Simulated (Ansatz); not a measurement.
# Molecular dynamics of TiO2(110) slab (48 atoms)

Wanted: a short trajectory of TiO2(110) slab (48 atoms) with its pair distributions.

Program: Ansatz 0.2.0. Level of theory: Kohn-Sham DFT, LDA, PAW (set soft_2), plane waves. Results are calculated unless marked as measured.

## (1) The structure

The cell holds 48 atoms: 16 Ti and 32 O. Its edges and angles: a = 5.918 Å, b = 6.497 Å, c = 24.279 Å, α = 90.0°, β = 90.0°, γ = 90.0°. It derives from TiO2 (rutile). Rutile TiO2 (cell 4.594, 4.594, 2.959, 90, 90, 90), (110) slab of 4 repeat layers, 2 x 1 surface cells, 12 Å of vacuum; every coordinate displaced by a Gaussian of 0.02 Å. Vacuum lies along c.

Before any run, some limits are plain. The cell is under 6 Å thick along one periodic direction, so every atom has periodic images of itself close by, which move with it and show among its neighbours and in g(r).

## (2) Single point at the start

A single point comes first, to see the forces before anything moves.

The input, input.yaml:

```yaml
crystal:
  lattice:
    - [5.918, 0.0, 0.0]
    - [0.0, 6.4969, 0.0]
    - [0.0, 0.0, 24.27914]
  atoms:
    - { symbol: Ti, position: [0.00201, 0.00252, 0.29926] }
    - { symbol: Ti, position: [0.25361, 0.49598, 0.2999] }
    - { symbol: O, position: [0.00374, 0.50334, 0.24746] }
    - { symbol: O, position: [0.0054, 0.5005, 0.35066] }
    [... 38 atom lines left out ...]
    - { symbol: Ti, position: [0.5034, 0.5013, 0.70062] }
    - { symbol: Ti, position: [0.7488, 0.99481, 0.70139] }
    - { symbol: O, position: [0.50655, 0.99994, 0.64713] }
    - { symbol: O, position: [0.49453, 0.00078, 0.75277] }
    - { symbol: O, position: [0.74845, 0.30727, 0.70021] }
    - { symbol: O, position: [0.75215, 0.69645, 0.70153] }
kpoints:
  mp_grid: { grid: [2, 1, 1] }
hamiltonian:
  xc: lda
scf:
  occupations: { method: fixed }
output:
  forces: true
```

On the command line:

```console
$ ansatz run input.yaml --threads 4 --pin off --max-ram 8192MiB --backend cpu --events-out ev --progress --plain --runs-dir out
```

The job ended after 11 s (4 threads of Arm Neoverse V2, shared host; peak memory 2.1 GiB).

Read from the output:

```yaml
free_energy: -57031.2419 eV
free_energy_per_atom: -1188.1509 eV/atom
scf_cycles: 14
r_m_s_force_component: 1.193 eV/Å
longest_force: 4.255 eV/Å
fermi_energy: 1.498 eV
```

The r.m.s. force component of 1.2 eV/Å sets the starting point.

Neighbours are counted within 2.64 Å (O-Ti).

Length of the force by element and coordination:

| element | coordination | atoms | mean length of the force (eV/Å) | spread | least | most |
| --- | --- | --- | --- | --- | --- | --- |
| O | all | 32 | 1.44 | 0.834 | 0.144 | 2.64 |
| O | 2 | 4 | 2.48 | 0.238 | 2.07 | 2.64 |
| O | 3 | 28 | 1.29 | 0.782 | 0.144 | 2.50 |
| Ti | all | 16 | 2.42 | 1.18 | 0.829 | 4.26 |
| Ti | 5 | 4 | 3.15 | 0.168 | 2.90 | 3.38 |
| Ti | 6 | 12 | 2.18 | 1.28 | 0.829 | 4.26 |

## (3) Dynamics started at 300 K

A Nosé–Hoover thermostat steers the temperature while disturbing the dynamics little. The time step is 1.0 fs.

Changes to input.yaml since step 2:

```diff
@@ -15 +15,8 @@
   forces: true
+md:
+  timestep: 1.0
+  n_steps: 128
+  ensemble: nvt_nose_hoover
+  temperature: 300
+  initial_velocities: maxwell_boltzmann
+  seed: 8826
```

It took 13 min on 4 threads; peak memory 2.3 GiB; 53 min of CPU time.

The program notes that it switched symmetry off.

The trajectory, sampled:

| time (fs) | T (K) | potential (meV/atom) | conserved (meV/atom) |
| --- | --- | --- | --- |
| 0.0 | 300 | 0.0 | 0.00 |
| 9.0 | 635 | -42.7 | -0.12 |
| 17.0 | 718 | -54.7 | -0.12 |
| 26.0 | 610 | -44.0 | -0.09 |
| 34.0 | 608 | -47.4 | -0.13 |
| 43.0 | 559 | -45.5 | -0.10 |
| 51.0 | 637 | -59.6 | -0.15 |
| 60.0 | 589 | -58.1 | -0.11 |
| 68.0 | 608 | -63.9 | -0.14 |
| 77.0 | 606 | -67.6 | -0.14 |
| 85.0 | 568 | -66.1 | -0.12 |
| 94.0 | 588 | -72.5 | -0.15 |
| 102.0 | 574 | -74.3 | -0.15 |
| 111.0 | 494 | -68.2 | -0.15 |
| 119.0 | 416 | -61.2 | -0.14 |
| 128.0 | 475 | -71.7 | -0.17 |

Mean square displacement from the first frame to the last: Ti 0.17 Å², O 0.044 Å².

The mean square displacement by time lag:

| time lag (fs) | O (Å²) | Ti (Å²) |
| --- | --- | --- |
| 1.0 | 8.7e-5 | 3.0e-5 |
| 3.0 | 7.8e-4 | 2.7e-4 |
| 6.0 | 0.00308 | 0.00107 |
| 8.0 | 0.00536 | 0.00190 |
| 11.0 | 0.00970 | 0.00353 |
| 14.0 | 0.0148 | 0.00558 |
| 16.0 | 0.0185 | 0.00714 |
| 19.0 | 0.0240 | 0.00970 |
| 22.0 | 0.0292 | 0.0125 |
| 24.0 | 0.0325 | 0.0144 |
| 27.0 | 0.0368 | 0.0173 |
| 29.0 | 0.0394 | 0.0192 |
| 32.0 | 0.0425 | 0.0222 |
| 35.0 | 0.0451 | 0.0251 |
| 37.0 | 0.0465 | 0.0271 |
| 40.0 | 0.0484 | 0.0300 |
| 43.0 | 0.0500 | 0.0330 |
| 45.0 | 0.0510 | 0.0351 |
| 48.0 | 0.0526 | 0.0382 |
| 50.0 | 0.0536 | 0.0404 |
| 53.0 | 0.0554 | 0.0438 |
| 56.0 | 0.0571 | 0.0475 |
| 58.0 | 0.0584 | 0.0500 |
| 61.0 | 0.0602 | 0.0540 |
| 64.0 | 0.0620 | 0.0581 |

Over the second half of 128 fs the temperature averages 545 K, falling from about 608 to 438 K (means over the first and last quarter of that half). The conserved energy stays within 0.17 meV/atom. From first frame to last Ti has the largest mean square displacement, 0.17 Å² at the end; the farthest move is 0.51 Å. The mean temperature of 545 K lies well off the 300 K of the input, so the thermostat hasn't yet brought the run to equilibrium. The run spans 0.13 ps, too short for its means to be equilibrium values.

## (4) Structure statistics late in the run

The g(r) is a mean over the second half; what follows it is taken at the last frame.

Bonds before and after, by the cutoffs listed below:

| pair | bonds before | bonds after | mean before (Å) | mean after (Å) | spread before (Å) | spread after (Å) |
| --- | --- | --- | --- | --- | --- | --- |
| O-Ti | 92 | 92 | 1.957 | 1.974 | 0.035 | 0.157 |

Mean of 14 frames; normalised to the volume that the atoms fill. g(r), total and by pair (bins of 0.1 Å):

| r (Å) | total | O-O | O-Ti | Ti-Ti |
| --- | --- | --- | --- | --- |
| 1.55 | 0.00 | 0.00 | 0.00 | 0.00 |
| 1.65 | 0.14 | 0.00 | 0.30 | 0.00 |
| 1.75 | 1.45 | 0.00 | 3.27 | 0.00 |
| 1.85 | 2.36 | 0.00 | 5.31 | 0.00 |
| 1.95 | 2.01 | 0.00 | 4.53 | 0.00 |
| 2.05 | 1.54 | 0.00 | 3.46 | 0.00 |
| 2.15 | 0.95 | 0.00 | 2.14 | 0.00 |
| 2.25 | 0.53 | 0.04 | 1.16 | 0.00 |
| 2.35 | 0.23 | 0.21 | 0.31 | 0.00 |
| 2.45 | 0.29 | 0.61 | 0.04 | 0.00 |
| 2.55 | 0.50 | 1.13 | 0.00 | 0.00 |
| 2.65 | 1.23 | 2.76 | 0.00 | 0.00 |
| 2.75 | 1.87 | 4.20 | 0.00 | 0.00 |
| 2.85 | 1.58 | 3.55 | 0.00 | 0.00 |
| 2.95 | 2.23 | 3.64 | 0.00 | 5.50 |
| 3.05 | 0.79 | 1.50 | 0.10 | 0.72 |
| 3.15 | 0.29 | 0.35 | 0.29 | 0.00 |
| 3.25 | 0.46 | 0.31 | 0.69 | 0.12 |
| 3.35 | 0.79 | 0.34 | 1.22 | 0.91 |
| 3.45 | 0.93 | 0.31 | 1.27 | 2.04 |
| 3.55 | 1.11 | 0.24 | 1.22 | 4.18 |
| 3.65 | 1.25 | 0.17 | 1.44 | 4.82 |
| 3.75 | 1.12 | 0.38 | 1.71 | 1.76 |
| 3.85 | 0.84 | 0.73 | 0.99 | 0.71 |
| 3.95 | 0.70 | 0.71 | 0.74 | 0.48 |
| 4.05 | 0.49 | 0.48 | 0.56 | 0.21 |
| 4.15 | 0.47 | 0.23 | 0.71 | 0.42 |
| 4.25 | 0.66 | 0.29 | 1.09 | 0.45 |
| 4.35 | 0.91 | 0.54 | 1.34 | 0.61 |
| 4.45 | 0.99 | 0.68 | 1.48 | 0.27 |
| 4.55 | 1.18 | 0.84 | 1.80 | 0.04 |
| 4.65 | 1.17 | 0.93 | 1.69 | 0.02 |
| 4.75 | 1.18 | 1.16 | 1.47 | 0.09 |
| 4.85 | 1.21 | 1.97 | 0.63 | 0.52 |
| 4.95 | 1.23 | 2.20 | 0.31 | 1.01 |
| 5.05 | 1.04 | 1.97 | 0.14 | 0.94 |
| 5.15 | 0.80 | 1.27 | 0.25 | 1.10 |
| 5.25 | 0.64 | 0.66 | 0.55 | 0.93 |
| 5.35 | 0.75 | 0.54 | 0.89 | 1.01 |
| 5.45 | 1.01 | 0.81 | 0.97 | 1.97 |
| 5.55 | 1.08 | 0.89 | 1.13 | 1.60 |
| 5.65 | 0.93 | 0.79 | 0.84 | 1.89 |
| 5.75 | 0.69 | 0.65 | 0.65 | 1.00 |
| 5.85 | 0.54 | 0.47 | 0.64 | 0.43 |

Bonds by pair of elements; cutoffs follow the first minimum of g(r), held within bounds set by covalent radii, and pairs that aren't listed don't count as bonded:

| pair A-B | cutoff (Å) | bonds | mean length (Å) | spread (Å) | shortest (Å) | B about A | A about B |
| --- | --- | --- | --- | --- | --- | --- | --- |
| O-Ti | 2.73 | 92 | 1.97 | 0.157 | 1.73 | 2.88 | 5.75 |

How many atoms have how many bonded neighbours:

| element | mean | 2 | 3 | 5 | 6 |
| --- | --- | --- | --- | --- | --- |
| O | 2.88 | 4 | 28 | 0 | 0 |
| Ti | 5.75 | 0 | 0 | 4 | 12 |

Bond angles, per cent of each kind in bins of 5°:

| angle (°) | O-Ti-O | Ti-O-Ti |
| --- | --- | --- |
| 70–75 | 5.0 | 0.0 |
| 75–80 | 14.1 | 0.0 |
| 80–85 | 5.5 | 0.0 |
| 85–90 | 12.3 | 0.0 |
| 90–95 | 17.7 | 14.8 |
| 95–100 | 6.8 | 9.1 |
| 100–105 | 12.7 | 8.0 |
| 105–110 | 4.1 | 0.0 |
| 110–115 | 1.4 | 4.5 |
| 115–120 | 0.5 | 10.2 |
| 120–125 | 0.0 | 9.1 |
| 125–130 | 0.0 | 9.1 |
| 130–135 | 0.0 | 13.6 |
| 135–140 | 0.0 | 10.2 |
| 140–145 | 0.0 | 3.4 |
| 145–150 | 0.9 | 8.0 |
| 150–155 | 2.7 | 0.0 |
| 155–160 | 3.2 | 0.0 |
| 160–165 | 5.9 | 0.0 |
| 165–170 | 3.6 | 0.0 |
| 170–175 | 1.4 | 0.0 |
| 175–180 | 2.3 | 0.0 |

Bond angles (no mean is given where the spread exceeds 20°):

| angle | count | mean (°) | spread (°) |
| --- | --- | --- | --- |
| O-Ti-O | 220 | - | - |
| Ti-O-Ti | 88 | 119 | 18.1 |

Bond length by coordination (bonds to H left out):

| element | coordination | atoms | mean bond length (Å) |
| --- | --- | --- | --- |
| O | 2 | 4 | 1.79 |
| O | 3 | 28 | 1.99 |
| Ti | 5 | 4 | 1.94 |
| Ti | 6 | 12 | 1.99 |

With the cutoffs above, 88 % of O atoms have 3 and 75 % of Ti atoms have 6 bonded neighbours. Bonds at O atoms with 2 neighbours average 1.79 Å, against 1.99 Å at those with 3.

## (5) Single point at the last frame

The last frame is solved once more, with the analyses that the dynamics left out.

The input, input.yaml:

```yaml
crystal:
  lattice:
    - [5.918, 0.0, 0.0]
    - [0.0, 6.4969, 0.0]
    - [0.0, 0.0, 24.27914]
  atoms:
    - { symbol: Ti, position: [0.00112, 0.0327, 0.31252] }
    - { symbol: Ti, position: [0.24679, 0.49799, 0.28256] }
    - { symbol: O, position: [0.00416, 0.50887, 0.24225] }
    - { symbol: O, position: [0.99678, 0.50423, 0.34326] }
    [... 38 atom lines left out ...]
    - { symbol: Ti, position: [0.49873, 0.48146, 0.68673] }
    - { symbol: Ti, position: [0.74347, 0.98219, 0.71504] }
    - { symbol: O, position: [0.49919, 0.99968, 0.66063] }
    - { symbol: O, position: [0.50815, 0.99866, 0.75862] }
    - { symbol: O, position: [0.74615, 0.32119, 0.70194] }
    - { symbol: O, position: [0.74559, 0.69924, 0.70064] }
kpoints:
  mp_grid: { grid: [2, 2, 1] }
hamiltonian:
  xc: lda
scf:
  occupations: { method: fixed }
output:
  forces: true
  populations: true
  dos:
    method: { smearing: { sigma: 0.08 } }
    de: 0.1
    projected: { site_lists: { O: [O], Ti: [Ti] } }
  eigenvalues: true
  write_density: true
  write_potential: true
  volumetric_format: npy
```

Run time: 41 s. Hardware: 4 threads; peak memory 3.9 GiB; 2.7 min of CPU time.

The program notes that the exchange-correlation potential is rough where the density is thin.

The run gave:

* free energy: -57034.7579 eV
* free energy per atom: -1188.2241 eV/atom
* SCF cycles: 13
* r.m.s. force component: 0.9171 eV/Å
* longest force: 3.362 eV/Å
* Fermi energy: 1.531 eV
* gap (highest filled to lowest empty level): 1.463 eV
* potential in mid-vacuum, over the Fermi level: 7.253 eV
* potential 4.5 Å over the upper face: 7.243 eV
* potential 4.5 Å under the lower face: 7.261 eV
* spilling of the projection: 0.003615

Neighbours are counted within 2.73 Å (O-Ti), the cutoffs taken from the dynamics.

Length of the force by element and coordination:

| element | coordination | atoms | mean length of the force (eV/Å) | spread | least | most |
| --- | --- | --- | --- | --- | --- | --- |
| O | all | 32 | 1.28 | 0.511 | 0.323 | 2.38 |
| O | 2 | 4 | 1.24 | 0.397 | 0.618 | 1.71 |
| O | 3 | 28 | 1.29 | 0.525 | 0.323 | 2.38 |
| Ti | all | 16 | 1.81 | 0.706 | 0.925 | 3.36 |
| Ti | 5 | 4 | 1.77 | 0.943 | 0.962 | 3.36 |
| Ti | 6 | 12 | 1.82 | 0.606 | 0.925 | 2.85 |

Löwdin charges by element and coordination (they lack the spilled electrons, 0.029 e an atom on average):

| element | coordination | atoms | mean charge (e) | spread | least | most |
| --- | --- | --- | --- | --- | --- | --- |
| O | all | 32 | -0.598 | 0.0441 | -0.667 | -0.502 |
| O | 2 | 4 | -0.510 | 0.008 | -0.523 | -0.502 |
| O | 3 | 28 | -0.611 | 0.0306 | -0.667 | -0.546 |
| Ti | all | 16 | 1.28 | 0.0273 | 1.24 | 1.33 |
| Ti | 5 | 4 | 1.31 | 0.0131 | 1.29 | 1.33 |
| Ti | 6 | 12 | 1.27 | 0.0234 | 1.24 | 1.30 |

Density of states as counts of states in windows of 0.5 eV (from the Fermi level), total and the larger projections:

| from (eV) | to (eV) | total | O p | Ti d |
| --- | --- | --- | --- | --- |
| -10 | -6.5 | 0.0 | 0.0 | 0.0 |
| -6.5 | -6 | 1.2 | 0.8 | 0.3 |
| -6 | -5.5 | 6.2 | 4.3 | 1.5 |
| -5.5 | -5 | 13.3 | 9.5 | 3.1 |
| -5 | -4.5 | 21.2 | 15.0 | 5.3 |
| -4.5 | -4 | 21.2 | 15.0 | 5.3 |
| -4 | -3.5 | 15.5 | 11.4 | 3.4 |
| -3.5 | -3 | 20.8 | 16.3 | 3.5 |
| -3 | -2.5 | 21.3 | 17.4 | 3.0 |
| -2.5 | -2 | 21.1 | 17.7 | 2.8 |
| -2 | -1.5 | 21.8 | 18.7 | 2.6 |
| -1.5 | -1 | 19.4 | 17.3 | 1.6 |
| -1 | -0.5 | 6.6 | 6.2 | 0.4 |
| -0.5 | 0 | 2.2 | 2.0 | 0.1 |
| 0 | 0.5 | 0.3 | 0.3 | 0.0 |
| 0.5 | 1 | 0.0 | 0.0 | 0.0 |
| 1 | 1.5 | 0.8 | 0.1 | 0.7 |
| 1.5 | 2 | 8.7 | 0.7 | 7.8 |
| 2 | 2.5 | 16.1 | 1.8 | 13.9 |
| 2.5 | 3 | 15.9 | 2.2 | 13.3 |

The curve was stored every 0.10 eV, coarse against its broadening of 0.08 eV, so these counts are rough.

With fixed occupations the program's Fermi level is the highest filled level; weight inside the gap is the broadening of levels at its edges.

Between -26 and -10 eV lie 64 more states.

The stored curve holds about 256 of the 384 electrons; the rest, give or take the few that broadening carries across the Fermi level, lie in deeper levels below its range.

The levels nearest the highest filled one (over half full), pooled over k-points and spins:

| level less the highest filled one (eV) | occupation |
| --- | --- |
| -0.563 | 2 |
| -0.473 | 2 |
| -0.469 | 2 |
| -0.389 | 2 |
| -0.281 | 2 |
| 0 | 2 |
| 1.46 | 0 |
| 1.48 | 0 |
| 1.51 | 0 |
| 1.57 | 0 |
| 1.58 | 0 |
| 1.60 | 0 |

Planar average of the electrostatic potential energy along the normal, with the Fermi level as zero, after a running mean with a triangular window 4 Å wide at its base:

| height (Å) | potential energy (eV) |
| --- | --- |
| 0.0 | 7.25 |
| 0.7 | 7.26 |
| 1.3 | 7.26 |
| 2.0 | 7.26 |
| 2.7 | 7.26 |
| 3.5 | 7.18 |
| 4.2 | 6.66 |
| 4.9 | 5.26 |
| 5.5 | 2.38 |
| 6.2 | -1.22 |
| 6.9 | -4.02 |
| 7.6 | -4.53 |
| 8.2 | -3.38 |
| 8.9 | -2.97 |
| 9.7 | -4.19 |
| 10.4 | -5.27 |
| 11.1 | -4.34 |
| 11.7 | -2.80 |
| 12.4 | -2.68 |
| 13.1 | -4.13 |
| 13.8 | -5.63 |
| 14.4 | -5.14 |
| 15.2 | -3.87 |
| 15.9 | -3.98 |
| 16.6 | -4.94 |
| 17.3 | -4.70 |
| 17.9 | -2.04 |
| 18.6 | 1.59 |
| 19.3 | 4.76 |
| 20.0 | 6.41 |
| 20.6 | 7.08 |
| 21.4 | 7.23 |
| 22.1 | 7.24 |
| 22.8 | 7.24 |
| 23.5 | 7.25 |
| 24.1 | 7.25 |

Mean Löwdin charges: O -0.60, Ti +1.28 e (they miss 0.36 % of the electrons, so they add up to more than the cell's charge). The largest share in the top eV of filled states is O p (94 % of the projected weight), and in the lowest eV of empty states Ti d (88 % of the projected weight). The potential stands 7.24 eV above the highest filled level over the upper face and 7.26 eV under the lower one, a reading of the ionisation potential at this level on the run's k-points.

## (6) Results

- mean temperature, second half: 545.1 K
- temperature swing, second half: 67.2 K
- slope of the conserved energy against time, by least squares: -0.5481 meV/atom/ps
- free energy per atom: -1188.2241 eV/atom
- r.m.s. force component: 0.9171 eV/Å
- gap (highest filled to lowest empty level): 1.463 eV
- potential in mid-vacuum, over the Fermi level: 7.253 eV
- wall time of the 3 DFT runs: 14 min

**Reading.** Over the second half of 128 fs the temperature averages 545 K, falling from about 608 to 438 K (means over the first and last quarter of that half). The conserved energy stays within 0.17 meV/atom. The mean temperature of 545 K lies well off the 300 K of the input, so the thermostat hasn't yet brought the run to equilibrium. The run spans 0.13 ps, too short for its means to be equilibrium values. With the cutoffs above, 88 % of O atoms have 3 and 75 % of Ti atoms have 6 bonded neighbours. Between filled and empty levels lie 1.46 eV on the run's k-points; the mesh holds the band edges only if they fold onto it, so the gap at this level can be narrower or closed, and states at the surface or the caps may set it. The potential stands 7.24 eV above the highest filled level over the upper face and 7.26 eV under the lower one, a reading of the ionisation potential at this level on the run's k-points.

What to keep in mind: The dynamics ran on a 2×1×1 mesh and the single point on 2×2×1, so their forces and energies differ by that too.

[Logs are printed without paths, hosts, clocks, repeated set-up lines and the standing remarks that a program may print on its own settings, such as how far it seeks lower states.]

[Hosts, paths, dates, database ids (printed as entryN), source tags and the programs' standing remarks are cut or masked in the printed files.]
